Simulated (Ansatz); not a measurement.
# MgBe2 (built on the sites of a database entry of Ba2Cd): following an unstable mode, part 2 of 3

Aim: this structure of MgBe2 (built on the sites of a database entry of Ba2Cd) is to be tested for unstable modes, and one is followed downhill.

Ansatz 0.2.0; DFT PBEsol, scalar-relativistic, plane waves, PAW.

So far, highest frequency on the path or at a solved wavevector (cm⁻¹): step 2 (phonons on a q mesh) 567. Also lowest frequency on the path (cm⁻¹): step 2 -205.

The structure was built from a prototype and need not be the compound's stable phase.

### Step 5. Energy along the mode, all amplitudes (two of the runs are shown above)

An imaginary frequency means negative curvature, so the energy should fall and then rise again as anharmonic terms take over.

Numbers from this step:

| Quantity | Value |
| --- | --- |
| depth at the lowest point sampled | 21.53 meV/atom |
| largest atomic shift at that point | 0.32 Å |

The energy from the parent by largest atomic shift:

| largest atomic shift (Å) | energy from the parent (meV/atom) |
| --- | --- |
| 0.000 | 0 |
| 0.040 | -0.888 |
| 0.080 | -3.33 |
| 0.140 | -8.54 |
| 0.220 | -15.5 |
| 0.320 | -21.5 |
| 0.450 | 0.641 |
| 0.600 | 97.7 |

Displacement at unit largest shift by atom:

| atom | x (Å) | y (Å) | z (Å) | size |
| --- | --- | --- | --- | --- |
| Be1 | 0.707 | 0.707 | 0.000 | 1.000 |
| Be2 | -0.707 | -0.707 | 0.000 | 1.000 |
| Be3 | -0.707 | -0.707 | 0.000 | 1.000 |
| Be4 | 0.707 | 0.707 | 0.000 | 1.000 |
| Mg5 | 0.000 | 0.000 | 0.000 | 0.000 |
| Mg6 | 0.000 | 0.000 | 0.000 | 0.000 |

The lowest of the steps tried is at 0.32 Å, 21.5 meV/atom below the parent; the bottom of the well need not coincide with a step.

### Step 6. Relaxation from the frozen mode

Starting from the lowest point found, all atoms and the cell are let go, so that strain and other modes of the same symmetry can join in.

input.yaml reads:

```yaml
crystal:
  lattice:
    - [2.7736619316, 2.7736619316, 0.0]
    - [-2.7736619316, 2.7736619316, 0.0]
    - [-1.3868309658, 1.3868309658, 4.7111559481]
  atoms:
    - { symbol: Be, position: [0.581579578, 0.1984893769, 0.6030212463] }
    - { symbol: Be, position: [-0.081579578, 0.6984893769, 0.6030212463] }
    - { symbol: Be, position: [0.418420422, 0.8015106231, 0.3969787537] }
    - { symbol: Be, position: [0.081579578, 0.3015106231, 0.3969787537] }
    - { symbol: Mg, position: [0.5, 0.5, 0.0] }
    - { symbol: Mg, position: [0.0, 0.0, 0.0] }
kpoints:
  mp_grid: { grid: [8, 8, 8] }
hamiltonian:
  xc: pbesol
scf:
  occupations: { method: methfessel_paxton, width: 0.15 }
output:
  forces: true
  stress: true
  eigenvalues: true
relax:
  adjacent_minimum: "off"
  f_tol: 0.002
  max_steps: 120
  cell: { stress_tol: 0.03 }
```

On the command line:

```
ansatz run input.yaml --threads 4 --pin off --max-ram 7168MiB --backend cpu --events-out ev --progress --plain --runs-dir out
```

Numbers of over 12 decimals in the logs are rounded to 6 here.

What it wrote:

```text
[...]
Crystal: 6 atoms, lattice volume = 72.488 Å³
Basis set: ecut = 420 eV, 1445 PW (Γ), exchange–correlation on 54×54×72 points (8 copies of the dense FFT grid, shifted against one another)
Bands: 20, of which v1, the nominal top of the filled ones, is band 14 counted from 1 (13 counted from 0)
Symmetry: 8 space group operations
[...]
k-points: 105 of 512
[...]
SCF iter   1: F=—  HF=-4183.771822 eV  |F-HF|=—  |Δ(HF+E_count)|=         —  Δρ=2.31e-3  dr2=4.94e-3  ethr=1.77e-3  ⟨swp⟩=5.6  Hψ=10001  notcnv=0
[...]
SCF iter   6: F=-4183.768812 eV  HF=-4183.768812 eV  |F-HF|=1.31e-9  |Δ(HF+E_count)|=   1.34e-7  S|Δr|=    0.00e0  Δρ=2.11e-6  dr2=2.70e-9  ethr=3.57e-10  ⟨swp⟩=6.8  Hψ=8359  notcnv=0
SCF 1 converged in 6 iterations: F = -4183.768812 eV  dr2 = 2.70e-9
[...]
relax step   1: F+E_penalty+E_count = -4183.76881238 eV  Δ(F+E_penalty+E_count) = +0.000e0 eV  max|allowed force component| = 5.260e-1 eV/Å  Δτ_max = 0.0000 Å  P = +1.519 GPa  Ω = 72.488 Å³  (6 SCF iters, dr2 threshold 1.00e-7 eV, accepted)
Crystal: 6 atoms, lattice volume = 73.458 Å³
Basis set: ecut = 420 eV, 1441 PW (Γ), exchange–correlation on 54×54×72 points (8 copies of the dense FFT grid, shifted against one another)
[...]
SCF iter   6: F=-4184.138542 eV  HF=-4184.138542 eV  |F-HF|=1.42e-8  |Δ(HF+E_count)|=   1.94e-7  S|Δr|=    0.00e0  Δρ=4.17e-6  dr2=2.10e-8  ethr=2.14e-9  ⟨swp⟩=5.4  Hψ=8635  notcnv=0
the search or the solves at the SCF's close seem to have found levels that the self-consistency loop had missed (the run counts 1). By its estimate they hold under 1e-12 electrons; where the run keeps them, the occupations were computed again with them
SCF 2 converged in 6 iterations: F = -4184.138542 eV  dr2 = 2.10e-8
relax step   2: F+E_penalty+E_count = -4184.13854181 eV  Δ(F+E_penalty+E_count) = -3.697e-1 eV  max|allowed force component| = 3.800e-1 eV/Å  Δτ_max = 0.0652 Å  P = +0.315 GPa  Ω = 73.458 Å³  energy of the carried Pulay correction = -8.523e-5 eV  (6 SCF iters, dr2 threshold 6.00e-7 eV, accepted)
Crystal: 6 atoms, lattice volume = 74.038 Å³
Basis set: ecut = 420 eV, 1443 PW (Γ), exchange–correlation on 54×54×72 points (8 copies of the dense FFT grid, shifted against one another)
[...]
SCF iter   5: F=-4184.494867 eV  HF=-4184.494867 eV  |F-HF|=1.55e-7  |Δ(HF+E_count)|=   3.76e-6  S|Δr|=    0.00e0  Δρ=2.28e-5  dr2=4.14e-7  ethr=2.14e-9  ⟨swp⟩=4.4  Hψ=10604  notcnv=0
SCF 3 converged in 5 iterations: F = -4184.494867 eV  dr2 = 4.14e-7
relax step   3: F+E_penalty+E_count = -4184.49486672 eV  Δ(F+E_penalty+E_count) = -3.563e-1 eV  max|allowed force component| = 1.721e-1 eV/Å  Δτ_max = 0.1306 Å  P = -0.053 GPa  Ω = 74.038 Å³  energy of the carried Pulay correction = -1.357e-4 eV  (5 SCF iters, dr2 threshold 6.00e-7 eV, accepted)
[...]
relax step   4: F+E_penalty+E_count = -4184.53088248 eV  Δ(F+E_penalty+E_count) = -3.602e-2 eV  max|allowed force component| = 5.566e-2 eV/Å  Δτ_max = 0.0398 Å  P = +0.147 GPa  Ω = 74.027 Å³  energy of the carried Pulay correction = -1.348e-4 eV  (5 SCF iters, dr2 threshold 6.00e-7 eV, accepted)
[...]
relax step   5: F+E_penalty+E_count = -4184.53308155 eV  Δ(F+E_penalty+E_count) = -2.199e-3 eV  max|allowed force component| = 9.802e-3 eV/Å  Δτ_max = 0.0149 Å  P = -0.075 GPa  Ω = 74.271 Å³  energy of the carried Pulay correction = -1.558e-4 eV  (5 SCF iters, dr2 threshold 6.00e-7 eV, accepted)
[...]
relax step   6: F+E_penalty+E_count = -4184.53367432 eV  Δ(F+E_penalty+E_count) = -5.928e-4 eV  max|allowed force component| = 2.255e-3 eV/Å  Δτ_max = 0.0018 Å  P = +0.010 GPa  Ω = 74.140 Å³  energy of the carried Pulay correction = -1.445e-4 eV  (4 SCF iters, dr2 threshold 4.73e-7 eV, accepted)
[...]
relax step   7: F+E_penalty+E_count = -4184.53369669 eV  Δ(F+E_penalty+E_count) = -2.237e-5 eV  max|allowed force component| = 5.087e-4 eV/Å  Δτ_max = 0.0003 Å  P = +0.006 GPa  Ω = 74.131 Å³  energy of the carried Pulay correction = -1.437e-4 eV  (3 SCF iters, dr2 threshold 2.12e-8 eV, accepted)
[...]
relax step   8: F+E_penalty+E_count = -4184.53512866 eV  Δ(F+E_penalty+E_count) = -1.432e-3 eV  max|allowed force component| = 4.839e-4 eV/Å  Δτ_max = 0.0000 Å  P = +0.035 GPa  Ω = 74.131 Å³  stress off target by 8.86e-2 GPa  SCF on the basis re-selected at this cell (its energy is not comparable with the rows above)  (5 SCF iters)
[...]
relax step   9: F+E_penalty+E_count = -4184.53513619 eV  Δ(F+E_penalty+E_count) = -7.537e-6 eV  max|allowed force component| = 2.923e-4 eV/Å  Δτ_max = 0.0001 Å  P = +0.007 GPa  Ω = 74.156 Å³  energy of the carried Pulay correction = -2.389e-6 eV  (3 SCF iters, dr2 threshold 1.96e-8 eV, accepted)
[...]
SCF iter   4: F=-4184.535138 eV  HF=-4184.535138 eV  |F-HF|=6.37e-12  |Δ(HF+E_count)|=  8.00e-11  S|Δr|=    0.00e0  Δρ=1.49e-7  dr2=1.92e-11  ethr=1.00e-12  ⟨swp⟩=4.9  Hψ=9429  notcnv=0
SCF 10 converged in 4 iterations: F = -4184.535138 eV  dr2 = 1.92e-11
relax step  10: F+E_penalty+E_count = -4184.53513834 eV  Δ(F+E_penalty+E_count) = -2.143e-6 eV  max|allowed force component| = 2.905e-4 eV/Å  Δτ_max = 0.0000 Å  P = +0.007 GPa  Ω = 74.156 Å³  stress off target by 1.13e-2 GPa  SCF on the basis re-selected at this cell (its energy is not comparable with the rows above)  (4 SCF iters)
[...]
SCF converged after 4 iterations
[...]
Free energy (F): -4184.535138 eV
[...]
Internal energy: -4184.534330 eV  (E = F + TS)
E sigma→0 (E₀):  -4184.534936 eV
Entropy (-TS):   -0.000808 eV (-0.135 meV/atom)
Fermi energy:    6.762970 eV
[...]
--- Forces (eV/Å), atoms counted from 1 ---
  atom   1  Be    -0.00029054    -0.00029054    -0.00008295
  atom   2  Be     0.00029054     0.00029054    -0.00008295
  atom   3  Be     0.00029054     0.00029054     0.00008295
  atom   4  Be    -0.00029054    -0.00029054     0.00008295
  atom   5  Mg     0.00000000     0.00000000    -0.00000000
  atom   6  Mg     0.00000000     0.00000000     0.00000000
  max |Σ_I F_I| component: 8.67e-19 eV/Å
--- Stress (GPa, compression-positive) ---
        0.006707       0.004614       0.000000
        0.004614       0.006707      -0.000000
        0.000000      -0.000000       0.007997
  P = ⅓ Tr σ = 0.0071 GPa (0.071 kbar)
--- Band table (eV; the first three rows and the last of 105) ---
  k-point 0: bands = [... 10 lower, 4.1032, 4.1321, 5.0217, 5.2566, 9.2614, 9.5719, 9.6720, 10.5544, ... 2 higher]
  k-point 1: bands = [... 10 lower, 3.9605, 4.1680, 4.9651, 6.2508, 9.0217, 9.3674, 9.3972, 9.8851, ... 2 higher]
  k-point 2: bands = [... 10 lower, 4.1008, 4.3425, 4.8395, 7.3903, 8.4443, 8.8256, 9.0928, 10.4326, ... 2 higher]
  k-point 104: bands = [... 10 lower, 2.2451, 2.2451, 4.3131, 4.3131, 7.6129, 7.6129, 9.5191, 9.5191, ... 2 higher]
--- Relaxed structure (8 steps of the walk, 8 accepted, 2 SCFs on fresh bases) ---
  F+E_penalty+E_count = -4184.53513834 eV   max|allowed force component| = 2.905e-4 eV/Å   (the final SCF, on the basis selected at the relaxed cell)
  cell:  # Å, volume = 74.1557 Å³
    - [3.113761, 3.113761, 0.0]
    - [-2.656463, 2.656463, 0.0]
    - [-1.328231, 1.328231, 4.482555]
  atoms:
    - { symbol: Be, position: [0.618877, 0.219610, 0.560780] }
    - { symbol: Be, position: [-0.118877, 0.719610, 0.560780] }
    - { symbol: Be, position: [0.381123, 0.780390, 0.439220] }
    - { symbol: Be, position: [0.118877, 0.280390, 0.439220] }
    - { symbol: Mg, position: [0.500000, 0.500000, 0] }
    - { symbol: Mg, position: [-1.0383067914132305e-19, 1.1499548794017448e-19, 0] }
```

Elapsed: 19 s, on 4 threads of Arm Neoverse V2, shared host; peak memory 0.45 GiB; 74 s of CPU time.

Relaxation path:

| step | energy less that of the first step (eV) | largest force component (eV/Å) | pressure (GPa) | volume (Å³) |
| --- | --- | --- | --- | --- |
| 1 | 0.0000 | 0.5260 | 1.52 | 72.49 |
| 2 | -0.3697 | 0.3800 | 0.31 | 73.46 |
| 3 | -0.7261 | 0.1721 | -0.05 | 74.04 |
| 4 | -0.7621 | 0.0557 | 0.15 | 74.03 |
| 5 | -0.7643 | 0.0098 | -0.08 | 74.27 |
| 6 | -0.7649 | 0.0023 | 0.01 | 74.14 |
| 7 | -0.7649 | 0.0005 | 0.01 | 74.13 |
| 8* | -0.7663 | 0.0005 | 0.04 | 74.13 |
| 9 | -0.7663 | 0.0003 | 0.01 | 74.16 |
| 10* | -0.7663 | 0.0003 | 0.01 | 74.16 |

Relaxation steps marked * repeat the geometry before them on a plane-wave basis chosen anew for their cell, so energy and pressure can jump there.

Forces are held to the 8 operations that the run works with; a distortion that breaks them can't arise in this run.

| cell as run | before | after | change |
| --- | --- | --- | --- |
| a (Å) | 3.923 | 4.404 | +12.3 % |
| b (Å) | 3.923 | 3.757 | -4.2 % |
| c (Å) | 5.103 | 4.860 | -4.8 % |
| α (°) | 67.40 | 67.26 | -0.2 % |
| volume (Å³/atom) | 12.08 | 12.36 | +2.3 % |

The atoms that moved most (Å, as changes of fractional coordinates times the final cell):

| atom | dx | dy | dz | length |
| --- | --- | --- | --- | --- |
| Be4 | 0.116 | 0.116 | 0.189 | 0.251 |
| Be1 | 0.116 | 0.116 | -0.189 | 0.251 |
| Be2 | -0.116 | -0.116 | -0.189 | 0.251 |
| Be3 | -0.116 | -0.116 | 0.189 | 0.251 |

Numbers from this step:

```
pressure        : 0.007137 GPa
volume per atom : 12.36 Å³
```

The distorted start has space group Cmce; the relaxation ends in Cmce.

### Step 7. The new phase in its own primitive cell

The relaxed structure is symmetrised, reduced to its primitive cell and relaxed tightly, as its phonons need.

input.yaml reads:

```yaml
crystal:
  lattice:
    - [1.8784029544, -4.4825546142, 0.0]
    - [1.8784029544, 4.4825546142, 0.0]
    - [0.0, 0.0, 4.4035230657]
  atoms:
    - { symbol: Be, position: [0.2196099369, 0.7803900631, 0.3811233004] }
    - { symbol: Be, position: [0.7196099369, 0.2803900631, 0.1188766996] }
    - { symbol: Be, position: [0.7803900631, 0.2196099369, 0.6188766996] }
    - { symbol: Be, position: [0.2803900631, 0.7196099369, 0.8811233004] }
    - { symbol: Mg, position: [0.5, 0.5, 0.5] }
    - { symbol: Mg, position: [0.0, 0.0, 0.0] }
kpoints:
  mp_grid: { grid: [10, 10, 8] }
hamiltonian:
  xc: pbesol
scf:
  occupations: { method: methfessel_paxton, width: 0.15 }
output:
  forces: true
  stress: true
  eigenvalues: true
relax:
  adjacent_minimum: "off"
  f_tol: 0.001
  max_steps: 60
  cell: { stress_tol: 0.01 }
```

What it wrote:

```text
[...]
Crystal: 6 atoms, lattice volume = 74.156 Å³
Basis set: ecut = 420 eV, 1431 PW (Γ), exchange–correlation on 72×72×60 points (8 copies of the dense FFT grid, shifted against one another)
Bands: 20, of which v1, the nominal top of the filled ones, is band 14 counted from 1 (13 counted from 0)
Symmetry: 8 space group operations
[...]
k-points: 155 of 800
[...]
- [1.877328, -4.512509, -5.927711095647857e-19]
    - [1.877328, 4.512509, 5.927711095647892e-19]
    - [0, 5.823200113123393e-19, 4.384587]
  atoms:
    - { symbol: Be, position: [0.218689, 0.781311, 0.381702] }
    - { symbol: Be, position: [0.718689, 0.281311, 0.118298] }
    - { symbol: Be, position: [0.781311, 0.218689, 0.618298] }
    - { symbol: Be, position: [0.281311, 0.718689, 0.881702] }
    - { symbol: Mg, position: [0.5, 0.5, 0.5] }
    - { symbol: Mg, position: [0, 0, 0] }
[key lines of the parts left out:]
SCF converged after 5 iterations
Free energy (F): -4184.542524 eV
Fermi energy:    6.751213 eV
P = ⅓ Tr σ = 0.0021 GPa (0.021 kbar)
```

The job ended after 16 s (4 threads; peak memory 0.51 GiB; 60 s of CPU time).

Relaxation path:

| step | energy less that of the first step (eV) | largest force component (eV/Å) | pressure (GPa) | volume (Å³) |
| --- | --- | --- | --- | --- |
| 1 | 0.0000 | 0.0552 | 0.10 | 74.16 |
| 2 | -0.0035 | 0.0085 | 0.05 | 74.27 |
| 3 | -0.0038 | 0.0022 | 0.03 | 74.27 |
| 4 | -0.0038 | 0.0010 | 0.00 | 74.28 |
| 5 | -0.0038 | 0.0001 | 0.00 | 74.29 |
| 6* | -0.0038 | 0.0001 | 0.00 | 74.29 |

Relaxation steps marked * repeat the geometry before them on a plane-wave basis chosen anew for their cell, so energy and pressure can jump there.

Forces are held to the 8 operations that the run works with; a distortion that breaks them can't arise in this run.

| conventional cell, symmetrised | before | after | change |
| --- | --- | --- | --- |
| a (Å) | 3.757 | 3.755 | -0.1 % |
| b (Å) | 8.965 | 9.025 | +0.7 % |
| c (Å) | 4.404 | 4.385 | -0.4 % |
| volume (Å³/atom) | 12.36 | 12.38 | +0.2 % |

Numbers from this step:

```
pressure        : 0.002104 GPa
volume per atom : 12.38 Å³
```

The largest force component left is 0.12 meV/Å and the pressure is 0.002 GPa, within the tolerances set. The cell now holds 12.38 Å³/atom.

(Part 2 of 3 ends here.)

[Logs are printed without paths, hosts, clocks, repeated set-up lines and the standing remarks that a program may print on its own settings, such as how far it seeks lower states.]

[Hosts, paths, dates, database ids (printed as entryN), source tags and the programs' standing remarks are cut or masked in the printed files.]
